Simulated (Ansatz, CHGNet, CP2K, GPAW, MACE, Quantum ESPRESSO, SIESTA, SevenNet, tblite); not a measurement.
# GPAW runs on Ta(100)/ZrC(100) interface (56 atoms)

How near does GPAW come to plane waves for Ta(100)/ZrC(100) interface (56 atoms)?

Calculated with GPAW 26.7.0; the method is named at each step.

## 1. The starting structure

The cell holds 56 atoms: 24 Ta, 16 Zr and 16 C. Its edges and angles: a = 13.619 Å, b = 6.606 Å, c = 11.983 Å, α = 90.0°, β = 90.0°, γ = 104.0°. Bcc Ta(100), 3 repeat layers, 8 surface cells, strained -0.00 and +0.00 %; rock-salt ZrC(100), 2 layers, 8 cells, -0.57 and -0.57 %; outer planes 3.13 Å apart and 3.19 Å at the second interface of the periodic stack; not relaxed, displaced by a Gaussian of 0.02 Å. Then every atom was moved at random, 0.02 Å r.m.s. a Cartesian component. Regions: Ta, 24 atoms (24 Ta); ZrC, 32 atoms (16 Zr and 16 C). The structure's axis is c.

The yardstick, on the same geometry:

* method: Kohn-Sham DFT, PBE, SSSP efficiency 1.3.0 pseudopotentials, plane waves (Quantum ESPRESSO 7.5); sssp-pbe-1.3.0-efficiency, cutoffs 45/360 Ry, Γ point
* r.m.s. force component: 0.4797 eV/Å
* longest force: 1.573 eV/Å
* pressure: -12.06 GPa
* time: 3.3 min on 4 MPI ranks of Arm Neoverse V1, shared host
* CPU time: 13 min

## 2. PBE, plane waves 450 eV

Method: Kohn-Sham DFT, PBE, PAW, plane waves.

The input, run.py:

```python
import numpy as np
from ase.io import read
from gpaw import GPAW, FermiDirac, PW
from ase.parallel import parprint as print

atoms = read("structure.xyz")
atoms.calc = GPAW(
    mode=PW(450),
    xc="PBE",
    kpts={"size": (1, 1, 1), "gamma": True},
    occupations=FermiDirac(0.05),
    maxiter=200,
    symmetry={"point_group": False},
    nbands=336,
    txt="gpaw.txt",
)
energy = atoms.get_potential_energy(force_consistent=True)
forces = atoms.get_forces()
print(f"energy {energy:.6f} eV")
print("forces (eV/A)")
for i, (a, f) in enumerate(zip(atoms, forces)):
    print(f"{i:4d} {a.symbol:2s} {f[0]:10.5f} {f[1]:10.5f} {f[2]:10.5f}")
stress = -atoms.get_stress(voigt=False) * 160.21766
print("stress (GPa, compression positive)")
for row in stress:
    print(" ".join(f"{x:10.4f}" for x in row))
print(f"Fermi level {atoms.calc.get_fermi_level():.4f} eV")
for k in range(len(atoms.calc.get_ibz_k_points())):
    for s in range(atoms.calc.get_number_of_spins()):
        e = atoms.calc.get_eigenvalues(kpt=k, spin=s)
        n = np.searchsorted(e, atoms.calc.get_fermi_level())
        print(f"k {k} spin {s} levels about the Fermi level:", np.round(e[max(n - 6, 0):n], 4).tolist(), "|", np.round(e[n:n + 6], 4).tolist())
```

The input, structure.xyz:

```xyz
56
Lattice="13.61860 0.00000 0.00000 -1.60219 6.40876 0.00000 0.00000 0.00000 11.98281" Properties=species:S:1:pos:R:3 pbc="T T T"
Ta 9.58581 2.35894 11.90528
Ta 7.59284 3.66587 1.62882
Ta 6.41510 1.58771 3.33038
Ta 8.81232 5.53569 0.01270
Ta 8.40840 0.38677 1.65435
Ta 5.62353 4.77087 3.28317
Ta 6.40781 1.57438 0.01270
Ta 4.38867 2.79640 1.67771
Ta 3.19942 0.80404 3.28796
Ta 5.61185 4.81650 11.94267
Ta 3.59819 6.00462 1.64200
Ta 2.41805 4.03355 3.25693
Ta 3.25944 0.81398 11.97922
Ta 1.19126 2.06279 1.60773
Ta 0.00213 0.03506 3.27598
Ta 2.41432 3.99727 11.95837
Ta 0.39463 5.20302 1.67148
Ta 12.80793 3.23450 3.32175
Ta -1.59528 6.40184 0.06219
Ta 11.66725 1.21452 1.64081
Ta 8.80470 5.60920 3.31433
Ta -0.80631 3.22687 11.93248
Ta 10.86308 4.39692 1.63949
Ta 9.57041 2.41239 3.34129
Zr 0.03093 1.47946 6.42650
C 11.65903 2.65393 6.42482
Zr 11.59705 2.69053 8.80856
C -0.02556 1.45267 8.84727
Zr 10.44424 0.64062 6.47156
C 8.38032 1.89417 6.47024
Zr 8.37641 1.83355 8.78616
C 10.40234 0.68894 8.78352
Zr 5.63260 6.26097 6.40373
C 5.22688 1.09904 6.42195
Zr 5.19449 1.02867 8.81815
C 5.63752 6.25706 8.77130
Zr 2.36214 5.40931 6.41955
C 2.04736 0.30474 6.48630
Zr 2.01988 0.22565 8.80485
C 2.38798 5.47430 8.80449
Zr -0.76296 4.64686 6.40721
C 10.80786 5.85979 6.40805
Zr 10.83148 5.88299 8.73415
C -0.78347 4.67224 8.74386
Zr 9.61593 3.88685 6.36155
C 7.60634 5.06471 6.41020
Zr 7.61510 5.09996 8.80054
C 9.61135 3.85179 8.81240
Zr 6.43286 3.04903 6.40421
C 4.44005 4.27304 6.41140
Zr 4.43442 4.25420 8.80209
C 6.43088 3.07928 8.80820
Zr 3.17393 2.21339 6.44100
C 1.21020 3.43221 6.46676
Zr 1.21439 3.42907 8.83493
C 3.24008 2.27562 8.82570
```

Command:

```sh
$ OMP_NUM_THREADS=1 mpirun -np 2 gpaw python run.py > output.txt
```

Numbers of over 12 decimals in the logs are rounded to 6 here.

The program printed:

```text
energy -490.456287 eV
forces (eV/A)
   0 Ta    0.44287    0.45746    1.40974
   1 Ta    0.20343   -1.36563    0.10505
   2 Ta   -0.15402   -0.08685   -1.11460
   3 Ta    0.38585    0.76865    0.62662
   4 Ta   -0.02262    0.22469   -0.09192
   5 Ta   -0.42155    0.07167   -0.61751
   6 Ta    0.27239    0.52286    0.62523
   7 Ta    0.02157   -0.04423   -0.30031
   8 Ta   -0.32608   -0.25353   -1.07442
   9 Ta    0.22375    0.24602    1.07604
  10 Ta   -0.11027   -0.14113    0.15035
  11 Ta   -0.23053   -0.28275   -0.77121
  12 Ta    0.06542    0.30002    0.71226
  13 Ta    0.09778   -0.74399    0.41380
  14 Ta   -0.33164   -0.19660   -0.79571
  15 Ta    0.49574    0.52538    0.70851
  16 Ta   -0.00556    0.36946   -0.12011
  17 Ta   -0.54937   -0.46557   -1.14649
  18 Ta    0.27542    0.36921    0.17816
  19 Ta   -0.72638   -0.10534   -0.05419
  20 Ta   -0.26024   -0.39878   -0.89788
  21 Ta    0.29906    0.27044    1.02463
  22 Ta   -0.65230   -0.04972    0.20370
  23 Ta   -0.34641   -0.30543   -1.14614
[...]
48 Zr   -0.26483    0.20121    0.44163
  49 C    -0.02316    0.17315    0.55977
  50 Zr   -0.41027    0.14107   -0.00976
  51 C    -0.24670   -0.39452   -0.82912
  52 Zr    0.94615    0.57826    0.34979
  53 C     0.24496    0.47140    0.25455
  54 Zr   -0.20482    0.37781    0.06962
  55 C    -0.27441   -0.54659   -0.74637
stress (GPa, compression positive)
  -11.7127    -0.4947     2.1992
   -0.4947    -9.9443     1.5601
    2.1992     1.5601   -16.0033
Fermi level 8.8282 eV
k 0 spin 0 levels about the Fermi level: [8.6954, 8.703, 8.7293, 8.7368, 8.7621, 8.7747] | [8.8403, 8.845, 9.0737, 9.0851, 9.105, 9.1305]
```

gpaw.txt:

```text
Input parameters:
  mode=PW(ecut=450.000000),
  kpts=MonkhorstPack(size=(1, 1, 1), gamma=True),
  maxiter=200,
  nbands=336,
  occupations=Occupations(name='fermi-dirac', width=0.05, fixmagmom=False),
  symmetry=Symmetry(point_group=False),
  xc=XC(name='PBE')
Diagonalizing LCAO Hamiltonian
Converting LCAO to pw mode
Unit cell  # Å
| periodic |         x |        y |         z |   lengths |     angles |
|----------|-----------|----------|-----------|-----------|------------|
|      yes | 13.618600 | 0.000000 |  0.000000 | 13.618600 |  90.000000 |
|      yes | -1.602190 | 6.408760 |  0.000000 |  6.605999 |  90.000000 |
|      yes |  0.000000 | 0.000000 | 11.982810 | 11.982810 | 104.036243 |
Number of symmetries: 1
Symmetry operations  # r_c * U_cc + t_c -> r_c
|   | kind |            matrix            |
|---|------|------------------------------|
| 0 |  E   |  1, 0, 0,  0, 1, 0,  0, 0, 1 |
BZ-sampling:
  Number of BZ points: 1
  Number of IBZ points: 1
[... lines left out ...]
  Converge bands: occupied
[... lines left out ...]
  Fermi-Dirac:
[... lines left out ...]
convergence criteria:
- Maximum [total energy] change in last 3 cyles: 0.0005 eV / valence electron
- Maximum integral of absolute [dens]ity change: 0.0001 electrons / valence electron
- Maximum integral of absolute [eigenst]ate change: 4e-08 eV^2 / valence electron
maximum number of iterations: 200
SCF iterations
|iter     |      energy | eigst |  dens |
|---------|-------------|-------|-------|
|iter:   1| -556.428843 | +0.44 |       |
|iter:   2| -524.165386 | -0.42 | -0.93 |
|iter:   3| -545.341489 | +0.50 | -0.95 |
|iter:   4| -501.958278 | +0.21 | -0.99 |
[...]
|iter:  11| -490.315250 | -1.67 | -1.80 |
|iter:  12| -490.328980 | -1.92 | -2.10 |
|iter:  13| -490.285075c| -2.20 | -2.21 |
|iter:  14| -490.270960c| -2.65 | -2.45 |
|iter:  15| -490.301252c| -2.72 | -2.66 |
[...]
|iter:  24| -490.259758c| -4.96 | -3.45 |
|iter:  25| -490.259800c| -5.62 | -3.90 |
|iter:  26| -490.259739c| -5.87 | -4.23c|
|iter:  27| -490.259732c| -6.22 | -4.20c|
|iter:  28| -490.259676c| -6.36 | -4.50c|
|iter:  29| -490.259727c| -6.45 | -4.22c|
|iter:  30| -490.259746c| -6.84 | -4.46c|
|iter:  31| -490.259666c| -7.22 | -4.68c|
|iter:  32| -490.259732c| -7.51c| -4.74c|
Converged in 32 steps
SCF loop duration: 243.543 s (7.611 s/step)
Energy contributions relative to reference atoms: (reference = -11762877.783233)
Energy contributions:
  Kinetic:          -3.543737
  Coulomb:         -84.115589
  Zero:             -1.994902
  External:          0.000000
  Xc:             -400.408950
  Entropy:          -0.393109
  Spinorbit:         0.000000
  ----------------------------
  Free energy:    -490.456287
  Extrapolated:   -490.259732
dipole moment: (-176.646349, 9.429900, 79.327449)  # |e|*Ang
Fermi level: 8.828
Eigenvalues  # (at kpt = [0.000, 0.000, 0.000])
| band index |      eig [eV] | occ [0-2] |
|------------|---------------|-----------|
|          0 |       -59.274 |     2.000 |
|        ... |               |           |
|        276 |         8.544 |     1.993 |
|        277 |         8.579 |     1.986 |
[...]
|        ... |               |           |
[...]
Gap: 0.066 eV
Transition (v -> c):
  (s=0, k=0, n=283, [0.00, 0.00, 0.00]) -> (s=0, k=0, n=284, [0.00, 0.00, 0.00])
No difference between direct/indirect transitions
Force computation time: 2.395  # s
Stress tensor  # eV/Ang^3
|         x |         y |         z |
|-----------|-----------|-----------|
[...]
|  0.003088 |  0.062068 | -0.009737 |
| -0.013727 | -0.009737 |  0.099885 |
Stress computation time: 14.180  # s
```

It took 4.8 min on 2 MPI ranks of Arm Neoverse V1, shared host; peak memory 1.3 GiB; 9.5 min of CPU time.

Banners, paths, timers and routine set-up lines are dropped from the logs unmarked, and long logs keep their key lines alone; longer cuts are marked.

Against the reference:

| Property | Result |
| --- | --- |
| r.m.s. force component | 0.4756 eV/Å |
| r.m.s. difference of force components | 19.68 meV/Å |
| longest difference of force vectors | 48.31 meV/Å |
| force difference over r.m.s. force | 4.103 % |
| slope of forces against the reference's | 0.9907 |
| correlation of force components | 0.9992 |
| pressure | -12.55 GPa |
| pressure difference | -0.4964 GPa |

Length of the force difference by element (eV/Å):

```
element  atoms   mean   most
      C     16  0.026  0.032
     Ta     24  0.028  0.046
     Zr     16  0.043  0.048
```

A closer look about Ta1, which bears the longest force: 12 atoms, nearest first, numbered in the order of the input, with positions taken from that point.

```
atom      x      y      z  distance (Å)     Fx     Fy  Fz (eV/Å)
 Ta1   0.00   0.00   0.00          0.00   0.44   0.46       1.41
 Ta5  -1.18  -1.97   1.73          2.88  -0.02   0.22      -0.09
 Ta2  -1.99   1.31   1.71          2.93   0.20  -1.37       0.11
Ta20   2.08  -1.14   1.72          2.93  -0.73  -0.11      -0.05
Ta23   1.28   2.04   1.72          2.96  -0.65  -0.05       0.20
 Ta4  -0.77   3.18   0.09          3.27   0.39   0.77       0.63
 Ta7  -3.18  -0.78   0.09          3.27   0.27   0.52       0.63
 Ta4   0.83  -3.23   0.09          3.34   0.39   0.77       0.63
Ta22   3.23   0.87   0.03          3.34   0.30   0.27       1.02
Zr31  -1.21  -0.53  -3.12          3.39   0.26   0.67       0.28
Ta24  -0.02   0.05   3.42          3.42  -0.35  -0.31      -1.15
 C48   0.03   1.49  -3.09          3.43  -0.15   0.14      -0.64
```

Atoms are counted from 1 here, from 0 in the log.

Forces lie 4.1 % from the reference's, at 0.73 times its CPU time (on 2 against 4 cores).

Further runs of this program without a result: GPAW PBE, LCAO dzp, h 0.2 Å (cut off at its time limit); GPAW PBE, LCAO szp(dzp), h 0.2 Å (cut off at its time limit); GPAW PBE, LCAO sz(dzp), h 0.2 Å (cut off at its time limit).

## 3. Outcome

| Property | Result |
| --- | --- |
| force difference from the reference | GPAW PBE, plane waves 450 eV, 4.1 % |
| its CPU time | 9.5 min |

What this shows: PBE on plane waves or a grid with other potentials, cutoffs or grids differs from the reference by 4.1 % (GPAW PBE, plane waves 450 eV) of the r.m.s. force; this holds the reference's own error, so differences of a few per cent don't tell which side is nearer the exact PBE result. The reference's pressure holds the uncorrected Pulay stress of its 45 Ry basis, so small pressure differences, and their order, may be the reference's own error. The reference's stress is far from hydrostatic: its diagonal is -11.2, -9.4, -15.5 GPa, compression counted positive. The host structure and its lattice constant were typed by rule, without a check against the phase diagram. The reference's pressure of -12 GPa says that the cell would shrink at this level of theory. The electronic-structure runs sample only Γ, in a cell whose shortest periodic width is 6 Å, which is coarse for a cell with partly filled levels. Spin–orbit coupling is left out, which matters for the levels of the heavy elements.

[Also dropped from logs without a mark: logging warnings of Python, and SIESTA's first energy breakdown and zero terms.]

[Logs are printed without paths, hosts, clocks, repeated set-up lines and the standing remarks that a program may print on its own settings, such as how far it seeks lower states.]

[Hosts, paths, dates, database ids (printed as entryN), source tags and the programs' standing remarks are cut or masked in the printed files.]
